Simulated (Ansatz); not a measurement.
# How fast states decay through CaH2S2, part 2 of 2

Wanted: the relaxed cell of CaH2S2, its band edges and its decay constants. It is built by putting S for O in the CaH2O2 structure of space group C2, with the volume rescaled by atomic radii. The parent structure comes from the Materials Project.

Ansatz 0.2.0; r2SCAN DFT, plane waves, PAW files (the session's first sound run).

So far, gap on path (eV): step 3 (the bulk crystal and its band edges) 3.89.

The structure was built from a prototype and need not be the compound's stable phase.

### 7. Band edges at another level, cutoff 420 eV

This step: PBEsol DFT, plane waves, PAW files (Ansatz 0.2.0).

The edges again with PBEsol, at the same atoms. Against that run the cutoff is 420 eV against 500.

input.yaml

```yaml
crystal:
  lattice:
    - [3.7709653591, -2.1835916771, 0.2361415187]
    - [3.7709653591, 2.1835916771, 0.2361415187]
    - [-0.3835595244, 0.0, 5.9443799822]
  atoms:
    - { symbol: Ca, position: [0.910767881, 0.089232119, 0.0] }
    - { symbol: H, position: [0.2435886361, 0.4219787125, 0.5502609036] }
    - { symbol: H, position: [0.5780212875, 0.7564113639, 0.4497390964] }
    - { symbol: S, position: [0.2439838081, 0.4224546128, 0.7755702018] }
    - { symbol: S, position: [0.5775453872, 0.7560161919, 0.2244297982] }
kpoints:
  mp_grid: { grid: [8, 8, 4] }
  band_path: { path: [VBM, CBM], npoints: 30 }
scf:
  occupations: { method: fixed }
hamiltonian:
  xc: pbesol
output:
  eigenvalues: true
```

Launch:

```
$ ansatz run input.yaml --threads 2 --pin off --max-ram 4096MiB --backend cpu --events-out ev --progress --plain --runs-dir out
```

The job ended after 17 s (2 threads of Intel Xeon Platinum 8175M at 2.50GHz (Skylake/Cascade Lake), shared host; peak memory 0.46 GiB).

Numbers from this step:

| Item | Value |
| --- | --- |
| free energy | -3599.3832 eV |
| Fermi energy | 2.268 eV |
| gap on the k-mesh | 3.367 eV |
| gap on path | 3.367 eV, by band count; negative where bands overlap |
| direct gap on path | 3.764 eV |

Electronic bands along the path, in eV, zero at the Fermi level (highest filled level under fixed occupations); v1 is the highest filled band, c1 the lowest empty one:

```
  point     v4     v3     v2     v1    c1    c2    c3    c4
    VBM  -1.19  -1.18   0.00   0.00  3.76  3.94  4.59  5.00
halfway  -1.48  -1.12  -0.98  -0.28  3.80  4.59  5.05  5.46
    CBM  -2.19  -1.19  -1.03  -0.56  3.37  5.17  5.44  5.93
```

The searched edges give 3.37 eV, as on the mesh.

For the gap on path, step 3 gave 3.89 eV; this run, with PBEsol and cutoff 420 eV, gives 3.37 eV.

### 8. Complex bands at another level, cutoff 420 eV

This step: PBEsol DFT, plane waves, PAW files; complex bands by layer matching along the plane's normal (Ansatz 0.2.0).

The complex bands at that level, over its own gap, at (0, 0) and (0.5, 0).

input.yaml

```yaml
crystal:
  lattice:
    - [5.956741667, 0.0, 0.0]
    - [0.0, 4.367183354, 0.0]
    - [-0.007164112, 2.183591677, 3.778345039]
  atoms:
    - { symbol: Ca, position: [0.0, 0.910767881, 0.0] }
    - { symbol: H, position: [0.5502609036, 0.5780212875, 0.6655673486] }
    - { symbol: H, position: [0.4497390964, 0.2435886361, 0.3344326514] }
    - { symbol: S, position: [0.7755702018, 0.5775453872, 0.6664384209] }
    - { symbol: S, position: [0.2244297982, 0.2439838081, 0.3335615791] }
kpoints:
  mp_grid: { grid: [4, 6, 6] }
scf:
  occupations: { method: fixed }
hamiltonian:
  xc: pbesol
output:
  eigenvalues: true
  transmission:
    leads: [[0, 0]]
    kpoints: [[0.0, 0.0], [0.5, 0.0]]
    e_range: [-1.0, 4.37]
    de: 0.13
```

Run time: 29 s. Hardware: 2 threads; peak memory 0.61 GiB; 44 s of CPU time.

This step gave:

```
free energy                                               : -3599.3831 eV
level to which the leads are filled                       : 1.683 eV from the Fermi level
decay constant at the filling level, zone centre          : 0.2747 Å⁻¹
decay constant at the filling level, slowest listed point : 0.2747 Å⁻¹
```

K parallel (0, 0); values up to 1.5 1/Å, a degenerate pair printed once or twice; energies at which all values exceed this have no row. The Im kz of the slowest decaying states by energy, zero at the highest filled level on the SCF mesh:

```
energy (eV)  decay 1 (Å⁻¹)  decay 2 (Å⁻¹)  decay 3 (Å⁻¹)  decay 4 (Å⁻¹)
      -1.00          0.156          0.381          0.546          0.587
      -0.74          0.248          0.560          0.588          0.912
      -0.48          0.597          0.606          0.891          0.952
      -0.22          0.615          0.619          0.870          0.963
       0.04         0.0607          0.141          0.618          0.632
       0.30          0.157          0.343          0.616          0.639
       0.56          0.203          0.433          0.611          0.640
       0.82          0.233          0.487          0.602          0.638
       1.08          0.253          0.523          0.590          0.633
       1.34          0.266          0.546          0.575          0.624
       1.60          0.273          0.555          0.560          0.612
       1.99          0.274          0.515          0.569          0.587
       2.25          0.269          0.480          0.565          0.569
       2.51          0.259          0.434          0.538          0.563
       2.77          0.243          0.375          0.506          0.553
       3.03          0.219          0.293          0.466          0.538
       3.29          0.146          0.185          0.418          0.519
       3.55          0.130          0.356          0.495          0.511
       3.81          0.259          0.464          0.481          0.590
       4.07          0.178          0.217          0.425          0.448
       4.33          0.170          0.214          0.375          0.410
```

K parallel (0.5, 0); values up to 1.5 1/Å, a degenerate pair printed once or twice; energies at which all values exceed this have no row. The Im kz of the slowest decaying states by energy, zero at the highest filled level on the SCF mesh:

```
energy (eV)  decay 1 (Å⁻¹)  decay 2 (Å⁻¹)  decay 3 (Å⁻¹)  decay 4 (Å⁻¹)
      -1.00          0.195          0.533           1.02           1.09
      -0.61          0.454          0.774           1.01           1.04
      -0.22          0.527          0.995          0.998           1.01
       0.04          0.186          0.301          0.556          0.967
       0.17          0.229          0.361          0.568          0.952
       0.56          0.308          0.464          0.597          0.905
       0.95          0.353          0.515          0.619          0.855
       1.34          0.378          0.541          0.639          0.802
       1.60          0.386          0.549          0.650          0.766
       1.99          0.389          0.551          0.648          0.733
       2.38          0.381          0.542          0.627          0.695
       2.77          0.359          0.523          0.595          0.631
       3.16          0.318          0.494          0.554          0.564
       3.55          0.240          0.453          0.481          0.494
       3.94          0.222          0.391          0.397          0.420
       4.33          0.165          0.263          0.315          0.496
```

At the listed wavevectors the last open channel is at -0.09 eV and the next at +3.42 eV on the grid. At +1.73 eV, the grid energy nearest the filling level (the middle of the gap on the SCF mesh), the slowest state at the listed wavevectors decays with κ = 0.275 Å⁻¹, its amplitude falling by e over 3.6 Å; the first such run, plane (100), gave 0.309 Å⁻¹.

### 9. A repeat with changed settings

This step: r2SCAN DFT, plane waves, PAW files; complex bands by layer matching along the plane's normal; changed: basis.ecutwfc = "22.0 Ry" (Ansatz 0.2.0).

This run repeats an earlier one, its twin (the complex run, plane (100)), with one setting changed (basis.ecutwfc; files written aside). It is meant to test whether the cutoff is converged. Where the input is shown as a difference, that is against the step before, not the twin.

input.yaml: that of step 8 with these lines changed.

```diff
@@ -16,3 +16,3 @@
 hamiltonian:
-  xc: pbesol
+  xc: r2scan
 output:
@@ -22,3 +22,5 @@
     kpoints: [[0.0, 0.0], [0.5, 0.0]]
-    e_range: [-1.0, 4.37]
-    de: 0.13
+    e_range: [-1.0, 4.89]
+    de: 0.15
+basis:
+  ecutwfc: "22.0 Ry"
```

It took 18 s on 2 threads; peak memory 0.52 GiB; 25 s of CPU time.

This number moved little. The least decay constant is 0.309 Å⁻¹ against 0.309 Å⁻¹ in the twin: no change within 1 %, at 0.38 times the CPU time.

The two runs compared:

```
                                                     quantity  this run  sound run  difference
                                             free energy (eV)   -3670.3    -3670.4      0.0935
                                            Fermi energy (eV)    2.0356     2.0342     0.00140
                                       gap on the k-mesh (eV)    3.8973     3.8911     0.00615
level to which the leads are filled (eV from the Fermi level)    1.9486     1.9456     0.00308
       decay constant at the filling level, zone centre (Å⁻¹)   0.30923    0.30918      5.0e-5
```

### 10. Results

| Quantity | Value |
| --- | --- |
| band gap | 3.89 eV |
| least decay constant at mid-gap, normal to (100) | 0.309 Å⁻¹ |
| least decay constant at mid-gap, normal to (010) | 0.304 Å⁻¹ |
| least decay constant on a mesh, normal to (100) | 0.308 Å⁻¹ |
| least decay constant, PBEsol | 0.275 Å⁻¹ |

With r2SCAN, the slowest decay at the wavevectors tried is κ = 0.304 Å⁻¹, normal to (010). Through such a film the transmission near mid-gap falls as exp(−2κd), a factor of ten every 3.8 Å. The directions tried decay at nearly the same rate. A free electron under a barrier of half the gap would need a mass of 0.18 mₑ to decay at this rate. With PBEsol the gap goes from 3.89 to 3.37 eV and the decay constant, over the first 2 listed wavevectors, from 0.309 to 0.275 Å⁻¹. The compound is made up by substitution; its stability against other phases and against distortions of the cell's symmetry was not tested. r2SCAN still narrows gaps, if less than LDA and GGA do, so real decay constants are likely larger.

[Logs are printed without paths, hosts, clocks, repeated set-up lines and the standing remarks that a program may print on its own settings, such as how far it seeks lower states.]

[Hosts, paths, dates, database ids (printed as entryN), source tags and the programs' standing remarks are cut or masked in the printed files.]
